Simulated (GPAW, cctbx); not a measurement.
# Ga4As3P: the scripts behind a bonding study

Short scripts, each with its output. The cell is our own: ordered zincblende alloy in the eight-atom cube, 1 of 4 As sites given to P.

## Step 1: Relax the structure

```text
cell
1.0
     5.690000000    0.000000000    0.000000000
     0.000000000    5.690000000    0.000000000
     0.000000000    0.000000000    5.690000000
P Ga As
1 4 3
Direct
0.000000000 0.000000000 0.000000000
0.250000000 0.250000000 0.250000000
0.250000000 0.750000000 0.750000000
0.750000000 0.250000000 0.750000000
0.750000000 0.750000000 0.250000000
0.000000000 0.500000000 0.500000000
0.500000000 0.000000000 0.500000000
0.500000000 0.500000000 0.000000000
```

```python
from ase.constraints import FixSymmetry
from ase.filters import FrechetCellFilter
from ase.io import read, write
from ase.optimize import BFGS
from ase.parallel import parprint
from gpaw import GPAW, PW, FermiDirac

atoms = read("start.vasp")
atoms.set_constraint(FixSymmetry(atoms))
atoms.calc = GPAW(mode=PW(650), xc="PBE", kpts={"size": (4, 4, 4), "gamma": True},
                 occupations=FermiDirac(0.02), maxiter=160, symmetry={"tolerance": 1e-5}, txt="relax.txt")
BFGS(FrechetCellFilter(atoms), maxstep=0.15).run(fmax=0.02, steps=60)
parprint("cell  %.4f %.4f %.4f  %.2f %.2f %.2f" % tuple(atoms.cell.cellpar()))
parprint("volume %.3f A^3, largest force %.3f eV/A, largest stress %.2f GPa" % (atoms.get_volume(), abs(atoms.get_forces()).max(), 160.218 * abs(atoms.get_stress()).max()))
atoms.set_constraint()
write("relaxed.vasp", atoms, direct=True)
```

```console
$ OMP_NUM_THREADS=1 mpirun -n 4 gpaw python run.py > gpaw.log
```

```text
      Step        Energy          fmax
BFGS:    0      -33.756698        0.570506
BFGS:    1      -33.774103        0.464410
BFGS:    2      -33.808325        0.064869
BFGS:    3      -33.808546        0.062074
BFGS:    4      -33.809226        0.046516
BFGS:    5      -33.809857        0.031039
BFGS:    6      -33.810169        0.018814
cell  5.7089 5.7089 5.7089  90.00 90.00 90.00
volume 186.065 A^3, largest force 0.011 eV/A, largest stress 0.02 GPa
```

Time: 57 s on 4 cores of Arm Neoverse V2 (shared host), peak memory 1 GiB.

## Step 2: Build the all-electron density and subtract free atoms

```text
cell
1.0
     5.708928670    0.000000000    0.000000000
     0.000000000    5.708928670    0.000000000
     0.000000000    0.000000000    5.708928670
As Ga P
3 4 1
Direct
0.000000000 0.500000000 0.500000000
0.500000000 0.000000000 0.500000000
0.500000000 0.500000000 0.000000000
0.245822960 0.245822960 0.245822960
0.245822960 0.754177040 0.754177040
0.754177040 0.245822960 0.754177040
0.754177040 0.754177040 0.245822960
0.000000000 0.000000000 0.000000000
```

```python
import numpy as np
from ase.io import read
from ase.units import Bohr
from gpaw import GPAW, PW, FermiDirac
from gpaw.calculator import GPAW as OldGPAW
from gpaw.mpi import serial_comm, world
from scipy.special import erfc
from scipy.spatial import cKDTree

atoms = read("cell.vasp")
atoms.calc = GPAW(mode=PW(600), xc="PBE", kpts={"size": (4, 4, 4), "gamma": True},
                 occupations=FermiDirac(0.02), maxiter=160, symmetry={"tolerance": 1e-5}, txt="scf.txt")
atoms.get_potential_energy()
rho = atoms.calc.get_all_electron_density(gridrefinement=2)
moments = atoms.get_magnetic_moments() if atoms.calc.get_number_of_spins() == 2 else np.zeros(len(atoms))
total = atoms.get_magnetic_moment() if moments.any() else 0.0
if world.rank == 0:
    free = OldGPAW(mode=PW(600), xc="PBE", txt=None, communicator=serial_comm)
    neutral = atoms.copy()
    neutral.set_initial_magnetic_moments(None)
    free.initialize(neutral)
    free.set_positions(neutral)
    drho = rho - free.get_all_electron_density(gridrefinement=2)
    # GPAW starts from confined atoms: exchange their smooth part for that of the datasets' free atoms
    h = np.stack(np.meshgrid(*[np.fft.fftfreq(n, 1 / n) for n in drho.shape], indexing="ij"), -1)
    gabs = np.linalg.norm(h @ atoms.cell.reciprocal(), axis=-1)
    tails = np.fft.fftn(free.get_pseudo_density(gridrefinement=2))
    g, form, v0 = np.linspace(0, gabs.max(), 1500), {}, 0
    for e in set(atoms.symbols):
        idx = atoms.symbols.search(e)
        d = free.setups[idx[0]].data
        r, w = d.rgd.r_g * Bohr, d.rgd.r_g**2 * d.rgd.dr_g
        j0 = np.sinc(2 * g[:, None] * r)
        smooth = sum(f * p**2 for f, p in zip(d.f_j, d.phit_jg)) + np.sqrt(4 * np.pi) * d.nct_g
        full = sum(f * p**2 for f, p in zip(d.f_j, d.phi_jg)) + np.sqrt(4 * np.pi) * d.nc_g
        phase = sum(np.exp(-2j * np.pi * h @ s) for s in atoms.get_scaled_positions()[idx])
        tails -= np.interp(gabs, g, j0 @ (smooth * w)) * phase * drho.size / atoms.get_volume()
        form[e] = j0 @ (full * w)
        v0 += 2 * np.pi / 3 * 14.3996 * (full * w * r**2).sum() * len(idx)  # V A^3
    tails *= 0.5 * erfc((gabs - 1.8) / 0.25)  # the tails differ at long wavelengths alone
    drho += np.fft.ifftn(tails).real  # crystal minus superposed spherical free atoms
    np.save("drho.npy", drho)
    dv = atoms.get_volume() / drho.size
    print("grid", drho.shape, " electrons %.3f" % (rho.sum() * dv), " moved by bonding %.3f e" % (abs(drho).sum() * dv / 2))
    pts = np.indices(drho.shape).reshape(3, -1).T / drho.shape @ atoms.cell
    shifts = (np.indices((3, 3, 3)).reshape(3, -1).T - 1) @ atoms.cell
    images = (atoms.positions[None] + shifts[:, None]).reshape(-1, 3)
    dist, idx = cKDTree(images).query(pts, k=4)
    out = drho.ravel()[dist[:, 0] > 0.5]
    print("deformation density beyond 0.5 A of the nuclei: max %.3f, min %.3f e/A^3" % (out.max(), out.min()))
    tie = dist < dist[:, :1] + 1e-4
    q = -np.bincount((idx % len(atoms))[tie], (drho.ravel()[:, None] / tie.sum(1, keepdims=True) * tie)[tie], len(atoms)) * dv
    print("atom        x       y       z   Voronoi charge  moment")
    for a, s, c, m in zip(atoms, atoms.get_scaled_positions(), q, moments):
        print("%-2s%-3d %7.4f %7.4f %7.4f %10.3f %10.2f" % (a.symbol, a.index + 1, *s, c, m))
    np.savez("free.npz", g=g, **form)
    print("mean inner potential of superposed free atoms %.3f V" % (v0 / atoms.get_volume()))
    print("total magnetic moment %.3f muB" % total)
```

```console
$ OMP_NUM_THREADS=1 mpirun -n 4 gpaw python run.py > gpaw.log
```

```text
grid (70, 70, 70)  electrons 238.000  moved by bonding 1.860 e
deformation density beyond 0.5 A of the nuclei: max 0.144, min -0.079 e/A^3
atom        x       y       z   Voronoi charge  moment
As1    0.0000  0.5000  0.5000     -0.152       0.00
As2    0.5000  0.0000  0.5000     -0.152       0.00
As3    0.5000  0.5000  0.0000     -0.152       0.00
Ga4    0.2458  0.2458  0.2458      0.159       0.00
Ga5    0.2458  0.7542  0.7542      0.159       0.00
Ga6    0.7542  0.2458  0.7542      0.159       0.00
Ga7    0.7542  0.7542  0.2458      0.159       0.00
P 8    0.0000  0.0000  0.0000     -0.180       0.00
mean inner potential of superposed free atoms 14.395 V
total magnetic moment 0.000 muB
```

Time: 12 s.

## Step 3: Fourier-transform the difference

```python
from cctbx import adptbx, crystal, miller, xray
from cctbx.eltbx import tiny_pse
import numpy as np

cs = crystal.symmetry(unit_cell=(5.7089, 5.7089, 5.7089, 90, 90, 90), space_group_symbol='Hall: P -4 2 3')  # P-43m
atoms = [  # label, site, U (iso, or U11 U22 U33 U12 U13 U23 in A^2), occupancy
    ("As1", (0, 0.5, 0.5), 0.0000, 1),
    ("Ga1", (0.24582, 0.24582, 0.24582), 0.0000, 1),
    ("P1", (0, 0, 0), 0.0000, 1),
]
xs = xray.structure(crystal_symmetry=cs)
for label, site, u, occ in atoms:
    u = adptbx.u_cif_as_u_star(cs.unit_cell(), u) if isinstance(u, tuple) else u
    xs.add_scatterer(xray.scatterer(label, site=site, u=u, occupancy=occ))
xs.scattering_type_registry(table="wk1995")
drho = np.load("drho.npy")
T = np.array([[1, 0, 0], [0, 1, 0], [0, 0, 1]])  # conventional axes in terms of the primitive ones
dF = np.fft.ifftn(drho) * 186.06464  # electrons a conventional cell, indexed by primitive hkl
ms = miller.build_set(cs, anomalous_flag=False, d_min=0.9).sort("resolution")
iam = ms.structure_factors_from_scatterers(xs, algorithm="direct").f_calc()
p1 = xs.expand_to_p1()
z = np.array([tiny_pse.table(sc.scattering_type).atomic_number() for sc in p1.scatterers()])
x = np.array(p1.sites_frac())
free = np.load("free.npz")
print("static structure factors of the conventional cell: F in electrons, V (Mott-Bethe) in volts")
print("   h  k  l      d  |F| table  |F| free   |F| DFT   change   |V| free  |V| DFT  change %")
for h, d, table in list(zip(ms.indices(), ms.d_spacings().data(), iam.data()))[:26]:
    df = dF[tuple(np.rint(np.linalg.solve(T, h)).astype(int))]
    phase = np.exp(2j * np.pi * x @ h)
    f = sum(np.interp(1 / d, free["g"], free[sc.scattering_type]) * p for sc, p in zip(p1.scatterers(), phase))
    fz = (z * phase).sum()
    c = 14.3996 * d * d / (np.pi * cs.unit_cell().volume())
    v0, v1 = abs(fz - f) * c, abs(fz - f - df) * c
    print("%4d%3d%3d %7.4f %9.3f %9.3f %9.3f %8.3f %9.3f %8.3f %8s" % (h + (d, abs(table), abs(f), abs(f + df), abs(f + df) - abs(f), v0, v1, "%.1f" % (100 * (v1 / v0 - 1)) if v0 > 0.02 else "-")))
```

```console
$ python run.py
```

```text
static structure factors of the conventional cell: F in electrons, V (Mott-Bethe) in volts
   h  k  l      d  |F| table  |F| free   |F| DFT   change   |V| free  |V| DFT  change %
   0  1  0  5.7089    14.427    14.413    14.419    0.006     0.266    0.261     -1.9
   0  1  1  4.0368    16.966    16.958    16.935   -0.023     0.384    0.393      2.4
   1  1  1  3.2960   143.706   143.825   144.413    0.589     6.576    6.412     -2.5
   0  2  0  2.8544    10.550    10.478    10.084   -0.394     0.130    0.051    -60.7
   0  2  1  2.5531    18.595    18.587    18.550   -0.037     0.428    0.434      1.4
   1  2  1  2.3306    16.541    16.524    16.487   -0.037     0.368    0.373      1.4
   0  2  2  2.0184   175.604   175.210   174.814   -0.397     6.267    6.307      0.6
   1  2  2  1.9030    12.449    12.414    12.423    0.008     0.209    0.208     -0.4
   0  3  0  1.9030    21.994    21.918    21.894   -0.024     0.521    0.523      0.4
   0  3  1  1.8053    14.756    14.703    14.705    0.002     0.285    0.285     -0.1
   1  3  1  1.7213   116.694   116.276   115.757   -0.519     3.784    3.822      1.0
   2  2  2  1.6480     8.728     8.458     8.704    0.246     0.069    0.082     18.3
   0  3  2  1.5834     7.243     7.217     7.223    0.006     0.064    0.064     -0.6
   1  3  2  1.5258    14.106    14.045    14.056    0.012     0.281    0.280     -0.2
   0  4  0  1.4272   150.463   149.905   149.707   -0.198     4.386    4.396      0.2
   2  3  2  1.3846    19.059    18.982    19.004    0.022     0.413    0.412     -0.3
   0  4  1  1.3846    10.904    10.863    10.872    0.009     0.184    0.184     -0.2
   0  3  3  1.3456    12.257    12.212    12.218    0.006     0.224    0.224     -0.1
   1  4  1  1.3456    15.007    14.949    14.962    0.013     0.324    0.324     -0.2
   1  3  3  1.3097   101.428   101.080   101.355    0.275     2.822    2.810     -0.4
   0  4  2  1.2765     6.086     5.968     6.113    0.145     0.128    0.122     -4.6
   1  4  2  1.2458    14.049    14.005    14.015    0.010     0.277    0.276     -0.1
   2  3  3  1.2171    12.954    12.916    12.931    0.015     0.254    0.253     -0.3
   2  4  2  1.1653   132.956   132.571   132.766    0.195     3.493    3.486     -0.2
   0  4  3  1.1418    16.801    16.755    16.774    0.019     0.352    0.351     -0.2
   0  5  0  1.1418     2.463     2.463     2.459   -0.004     0.022    0.022     -0.5
```

Time: 0.27 s on 1 core of Arm Neoverse V2 (shared host), peak memory 0.09 GiB.

[Outputs are excerpts: Python notices, other lines and further rows are left out; steps that failed or that the build refused (PBEsol, TPSS) are not shown.]

[Logs are printed without paths, hosts, clocks, repeated set-up lines and the standing remarks that a program may print on its own settings, such as how far it seeks lower states.]
